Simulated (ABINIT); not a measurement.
**CdS (Hawleyite): G0W0 in ABINIT against the exchange cutoff**

How does the gap of CdS (Hawleyite) converge in the exchange cutoff?

Method: PBE and many-body steps on it, plane waves, in ABINIT 10.8.3.

**1. The starting structure**

Symmetry: F-43m, No. 216, cubic system. The conventional cell has a = 5.833 Å, b = 5.833 Å, c = 5.833 Å, α = 90.00°, β = 90.00°, γ = 90.00°. Nearest to Cd lie 4 S at 2.53 Å. Nearest to S lie 4 Cd at 2.53 Å. Farther neighbours and most contacts between anions are not listed.

The cell and positions come from the Crystallography Open Database and are kept as given unless a step says otherwise.

**2. Screening, 4×4×4 mesh, 93 bands, screening to 163.3 eV**

This step: ABINIT 10.8.3; RPA screening on PBE, plane waves, norm-conserving pseudopotentials.

The RPA dielectric matrix is built and inverted for each q.

run.abi

```
acell 3*1.0 Angstrom
rprim 
  -0.000000000000 2.916500000000 2.916500000000
  2.916500000000 -0.000000000000 2.916500000000
  2.916500000000 2.916500000000 -0.000000000000
ntypat 2
znucl 48 16
natom 2
typat 1 2
xred 
  0.000000000000 0.000000000000 0.000000000000
  0.250000000000 0.250000000000 0.250000000000
pp_dirpath "pseudos"
pseudos "Cd.upf, S.upf"
ecut 47
ngkpt 4 4 4
nshiftk 1
shiftk 0 0 0
kptopt 1
chksymbreak 0
istwfk *1
occopt 1
irdwfk 1
optdriver 3
nband 93
ecuteps 6
inclvkb 2
awtr 1
symchi 1
indata_prefix "in"
outdata_prefix "out"
tmpdata_prefix "tmp"
```

Command:

```console
$ OMP_NUM_THREADS=1 mpirun -n 8 abinit run.abi > log
```

The log of the run:

```text
.Version 10.8.3 of ABINIT. v10.8.2 released Aug 2026.

 Symmetries : space group F-4 3 m (#216); Bravais cF (face-center cubic)
[... echo of the input left out ...]
== DATASET  1 ==================================================================
-   mpi_nproc: 8, omp_nthreads: 1 (-1 if OMP is not activated)

--- !DatasetInfo
iteration_state: {dtset: 1, }
dimensions: {natom: 2, nkpt: 8, mband: 93, nsppol: 1, nspinor: 1, nspden: 1, mpw: 5180, }
cutoff_energies: {ecut:  47.0, pawecutdg:  -1.0, }
electrons: {nelect:   2.60000000E+01, charge:   0.00000000E+00, occopt:   1.00000000E+00, tsmear:   1.00000000E-02, }

 SCREENING: Calculation of the susceptibility and dielectric matrices

 Based on a program developped by R.W. Godby, V. Olevano, G. Onida, and L. Reining.
 Incorporated in ABINIT by V. Olevano, G.-M. Rignanese, and M. Torrent.
.Using double precision arithmetic ; gwpc =  8

[... cell and pseudopotentials left out ...]
--------------------------------------------------------------------------------

 ==== K-mesh for the wavefunctions ====
 Number of points in the irreducible wedge :     8
[... list of points left out ...]
 Together with 24 symmetry operations and time-reversal symmetry
 yields    64 points in the full Brillouin Zone.

 ==== Q-mesh for the screening function ====
 Number of points in the irreducible wedge :     8
[... list of points left out ...]
 Together with 24 symmetry operations and time-reversal symmetry
 yields    64 points in the full Brillouin Zone.

 setmesh: FFT mesh size selected  =    36x   36x   36
          total number of points  =        46656

 vcoul_init : cutoff-mode = AUXILIARY_FUNCTION
 q-points for optical limit:   1
     1)      0.000010    0.000020    0.000030

- screening: taking advantage of time-reversal symmetry
- Maximum band index for partially occupied states nbvw = 13
- Remaining bands to be divided among processors   nbcw = 80
- Number of bands treated by each node ~10

 Number of electrons calculated from density =   26.0000; Expected =   26.0000
 average of density, n =  0.077653
 r_s =    1.4541
 omega_plasma =   26.8804 [eV]

 calculating chi0 at frequencies [eV] :
  1    0.000000E+00    0.000000E+00
  2    0.000000E+00    2.688042E+01

--------------------------------------------------------------------------------
  q-point number  1        q = ( 0.000000, 0.000000, 0.000000) [r.l.u.]
--------------------------------------------------------------------------------
[... chi0 elements left out ...]
 For q-point:  0.000010 0.000020 0.000030
  dielectric constant =  11.0649
  dielectric constant without local fields =  11.7725

  Average fulfillment of the sum rule on Im[epsilon] for q-point    1 :     58.79  [%]
[... wings left out ...]
  q-point number  2        q = ( 0.250000, 0.000000, 0.000000) [r.l.u.]
--------------------------------------------------------------------------------
[... chi0 elements left out ...]
  Average fulfillment of the sum rule on Im[epsilon] for q-point    2 :     72.29  [%]

 [... 6 further q-points ...]
```

Elapsed: 25 s, on 8 MPI ranks of AMD EPYC 7R43, shared host; peak memory 2 GiB; 3.3 min of CPU time.

Numbers from this step:

```
ε∞ with local fields, on this mesh, along the program's q direction : 11.06
the same without local fields                                       : 11.77
plasma frequency                                                    : 26.88 eV
plane waves in the screening matrix                                 : 259
```

Local fields lower ε∞ by 6 %. On a Γ-centred mesh this coarse the value itself is usually too large, while a short band sum pulls it down.

**3. 4.7 Ha**

This step: G0W0 on PBE, plane waves, norm-conserving pseudopotentials.

Edit run.abi of step 2 so:

```diff
@@ -23,8 +23,15 @@
 irdwfk 1
-optdriver 3
+optdriver 4
 nband 93
+gwcalctyp 0
+ecutsigx 4.7
+symsigma 1
+nkptgw 1
+kptgw 
+  0.0000000000 0.0000000000 0.0000000000
+bdgw 
+  11 17
 ecuteps 6
-inclvkb 2
-awtr 1
-symchi 1
+irdscr 1
+ppmodel 1
 indata_prefix "in"
```

The log of the run:

```text
.Version 10.8.3 of ABINIT. v10.8.2 released Aug 2026.

 Symmetries : space group F-4 3 m (#216); Bravais cF (face-center cubic)
[... echo of the input left out ...]
== DATASET  1 ==================================================================
-   mpi_nproc: 8, omp_nthreads: 1 (-1 if OMP is not activated)

--- !DatasetInfo
iteration_state: {dtset: 1, }
dimensions: {natom: 2, nkpt: 8, mband: 93, nsppol: 1, nspinor: 1, nspden: 1, mpw: 5180, }
cutoff_energies: {ecut:  47.0, pawecutdg:  -1.0, }
electrons: {nelect:   2.60000000E+01, charge:   0.00000000E+00, occopt:   1.00000000E+00, tsmear:   1.00000000E-02, }

 SIGMA: Calculation of the GW corrections

 Based on a program developped by R.W. Godby, V. Olevano, G. Onida, and L. Reining.
 Incorporated in ABINIT by V. Olevano, G.-M. Rignanese, and M. Torrent.
.Using double precision arithmetic ; gwpc =  8

[... cell and pseudopotentials left out ...]
--------------------------------------------------------------------------------

 ==== K-mesh for the wavefunctions ====
 Number of points in the irreducible wedge :     8
[... list of points left out ...]
 Together with 24 symmetry operations and time-reversal symmetry
 yields    64 points in the full Brillouin Zone.

 ==== Q-mesh for screening function ====
 Number of points in the irreducible wedge :     8
[... list of points left out ...]
 Together with 24 symmetry operations and time-reversal symmetry
 yields    64 points in the full Brillouin Zone.

 vcoul_init : cutoff-mode = AUXILIARY_FUNCTION
 q-points for optical limit:   1
     1)      0.000010    0.000020    0.000030
 setmesh: FFT mesh size selected  =    32x   32x   32
          total number of points  =        32768

 Number of electrons calculated from density =   26.0000; Expected =   26.0000
 average of density, n =  0.077653
 r_s =    1.4541
 omega_plasma =   26.8804 [eV]

 === KS Band Gaps ===
  >>>> For spin  1
   Minimum direct gap =   1.1447 [eV], located at k-point      :   0.0000  0.0000  0.0000
   Fundamental gap    =   1.1447 [eV], Top of valence bands at :   0.0000  0.0000  0.0000
                                       Bottom of conduction at :   0.0000  0.0000  0.0000
 SIGMA fundamental parameters:
 PLASMON POLE MODEL  1
 number of plane-waves for SigmaX                  169
 number of plane-waves for SigmaC and W            169
 number of plane-waves for wavefunctions          5065
 number of bands                                    93
 number of independent spin polarizations            1
 number of spinorial components                      1
 number of k-points in IBZ                           8
 number of q-points in IBZ                           8
 number of symmetry operations                      24
 number of k-points in BZ                           64
 number of q-points in BZ                           64
 number of frequencies for dSigma/dE                 9
 frequency step for dSigma/dE [eV]                0.25
 number of omega for Sigma on real axis              0
 max omega for Sigma on real axis  [eV]           0.00
 zcut for avoiding poles [eV]                     0.10

 EPSILON^-1 parameters (SCR file):
 dimension of the eps^-1 matrix on file            259
 dimension of the eps^-1 matrix used               169
 number of plane-waves for wavefunctions          5065
 number of bands                                    93
 number of q-points in IBZ                           8
 number of frequencies                               2
 number of real frequencies                          1
 number of imag frequencies                          1

 matrix elements of self-energy operator (all in [eV])

 Perturbative Calculation

--- !SelfEnergy_ee
iteration_state: {dtset: 1, }
kpoint     : [   0.000,    0.000,    0.000, ]
spin       : 1
KS_gap     :    1.145
QP_gap     :    1.632
Delta_QP_KS:    0.488
data: !SigmaeeData |
     Band     E0 <VxcDFT>   SigX SigC(E0)      Z dSigC/dE  Sig(E)    E-E0       E
       11   4.366 -15.389 -17.346   2.207   0.782  -0.278 -15.194   0.195   4.562
       12   4.366 -15.389 -17.346   2.207   0.782  -0.278 -15.194   0.195   4.562
       13   4.366 -15.389 -17.346   2.207   0.782  -0.278 -15.194   0.195   4.562
       14   5.511 -10.636  -6.155  -3.641   0.813  -0.230  -9.953   0.683   6.194
       15  10.897 -10.642  -5.250  -4.224   0.811  -0.233  -9.694   0.948  11.845
       16  10.897 -10.642  -5.250  -4.224   0.811  -0.233  -9.694   0.948  11.845
       17  10.897 -10.642  -5.250  -4.224   0.811  -0.233  -9.694   0.948  11.845

== END DATASET(S) ==============================================================
================================================================================

 -outvars: echo values of variables after computation  --------
           etotal      0.0000000000E+00
            nband          93
             nkpt           8
          spgroup         216
 [... the other variables as echoed above ...]

 Calculation completed.
```

Run time: 4.6 s. Hardware: 8 MPI ranks; peak memory 0.99 GiB; 34 s of CPU time.

Numbers from this step:

```yaml
g0w0_gap_on_the_points_computed: 1.632 eV
starting_gap_on_the_mesh: 1.145 eV
k_of_the_valence_top: 0, 0, 0
k_of_the_conduction_bottom: 0, 0, 0
z_at_the_valence_top: 0.782
z_at_the_conduction_bottom: 0.813
least_direct_g0w0_gap_on_the_computed_points: 1.632 eV
```

**4. 9.4 Ha**

Edit run.abi of step 3 so:

```diff
@@ -26,3 +26,3 @@
 gwcalctyp 0
-ecutsigx 4.7
+ecutsigx 9.4
 symsigma 1
```

The log of the run:

```text
.Version 10.8.3 of ABINIT. v10.8.2 released Aug 2026.

 Symmetries : space group F-4 3 m (#216); Bravais cF (face-center cubic)
[... echo of the input left out ...]
== DATASET  1 ==================================================================
-   mpi_nproc: 8, omp_nthreads: 1 (-1 if OMP is not activated)

--- !DatasetInfo
iteration_state: {dtset: 1, }
dimensions: {natom: 2, nkpt: 8, mband: 93, nsppol: 1, nspinor: 1, nspden: 1, mpw: 5180, }
cutoff_energies: {ecut:  47.0, pawecutdg:  -1.0, }
electrons: {nelect:   2.60000000E+01, charge:   0.00000000E+00, occopt:   1.00000000E+00, tsmear:   1.00000000E-02, }

 SIGMA: Calculation of the GW corrections

 Based on a program developped by R.W. Godby, V. Olevano, G. Onida, and L. Reining.
 Incorporated in ABINIT by V. Olevano, G.-M. Rignanese, and M. Torrent.
.Using double precision arithmetic ; gwpc =  8

[... cell and pseudopotentials left out ...]
--------------------------------------------------------------------------------

 ==== K-mesh for the wavefunctions ====
 Number of points in the irreducible wedge :     8
[... list of points left out ...]
 Together with 24 symmetry operations and time-reversal symmetry
 yields    64 points in the full Brillouin Zone.

 ==== Q-mesh for screening function ====
 Number of points in the irreducible wedge :     8
[... list of points left out ...]
 Together with 24 symmetry operations and time-reversal symmetry
 yields    64 points in the full Brillouin Zone.

 vcoul_init : cutoff-mode = AUXILIARY_FUNCTION
 q-points for optical limit:   1
     1)      0.000010    0.000020    0.000030
 setmesh: FFT mesh size selected  =    36x   36x   36
          total number of points  =        46656

 Number of electrons calculated from density =   26.0000; Expected =   26.0000
[...]
number of q-points in BZ                           64
 number of frequencies for dSigma/dE                 9
 frequency step for dSigma/dE [eV]                0.25
 number of omega for Sigma on real axis              0
 max omega for Sigma on real axis  [eV]           0.00
 zcut for avoiding poles [eV]                     0.10

 EPSILON^-1 parameters (SCR file):
 dimension of the eps^-1 matrix on file            259
 dimension of the eps^-1 matrix used               259
 number of plane-waves for wavefunctions          5065
 number of bands                                    93
 number of q-points in IBZ                           8
 number of frequencies                               2
 number of real frequencies                          1
 number of imag frequencies                          1

 matrix elements of self-energy operator (all in [eV])

 Perturbative Calculation

--- !SelfEnergy_ee
iteration_state: {dtset: 1, }
kpoint     : [   0.000,    0.000,    0.000, ]
spin       : 1
KS_gap     :    1.145
QP_gap     :    1.865
Delta_QP_KS:    0.721
data: !SigmaeeData |
     Band     E0 <VxcDFT>   SigX SigC(E0)      Z dSigC/dE  Sig(E)    E-E0       E
       11   4.366 -15.389 -17.962   2.186   0.782  -0.279 -15.691  -0.302   4.064
       12   4.366 -15.389 -17.962   2.186   0.782  -0.279 -15.691  -0.302   4.064
       13   4.366 -15.389 -17.962   2.186   0.782  -0.279 -15.691  -0.302   4.064
       14   5.511 -10.636  -6.458  -3.664   0.813  -0.230 -10.218   0.418   5.929
       15  10.897 -10.642  -5.563  -4.215   0.811  -0.233  -9.941   0.701  11.598
       16  10.897 -10.642  -5.563  -4.215   0.811  -0.233  -9.941   0.701  11.598
       17  10.897 -10.642  -5.563  -4.215   0.811  -0.233  -9.941   0.701  11.598

== END DATASET(S) ==============================================================
================================================================================

 -outvars: echo values of variables after computation  --------
           etotal      0.0000000000E+00
            nband          93
             nkpt           8
          spgroup         216
 [... the other variables as echoed above ...]

 Calculation completed.
```

Run time: 6.1 s. Hardware: 8 MPI ranks; peak memory 1.1 GiB.

This step gave:

```yaml
g0w0_gap_on_the_points_computed: 1.865 eV
starting_gap_on_the_mesh: 1.145 eV
k_of_the_valence_top: 0, 0, 0
k_of_the_conduction_bottom: 0, 0, 0
z_at_the_valence_top: 0.782
z_at_the_conduction_bottom: 0.813
least_direct_g0w0_gap_on_the_computed_points: 1.865 eV
```

[end of part 1 of 2]

[Paths, hosts, dates, memory and timing lines, banners, echoed tables and standing remarks are left out of the program output.]

[Logs are printed without paths, hosts, clocks, repeated set-up lines and the standing remarks that a program may print on its own settings, such as how far it seeks lower states.]

[Runs of the session that timed out or met a known fault of the program may be left out.]

[No measured gap is set beside runs whose start may be inverted or whose files or cutoffs have a known fault.]

[Hosts, paths, dates, database ids (printed as entryN), source tags and the programs' standing remarks are cut or masked in the printed files.]

[G0W0 gaps are taken among the corrected bands and points alone; a level outside them can change the order at an edge.]

[Where Ansatz stands beside ABINIT at settings called matched, ABINIT's density can come from a denser mesh and the files from another edition; pairs whose starting gaps differed by over 0.03 eV were left out, so agreement reads better than it is.]
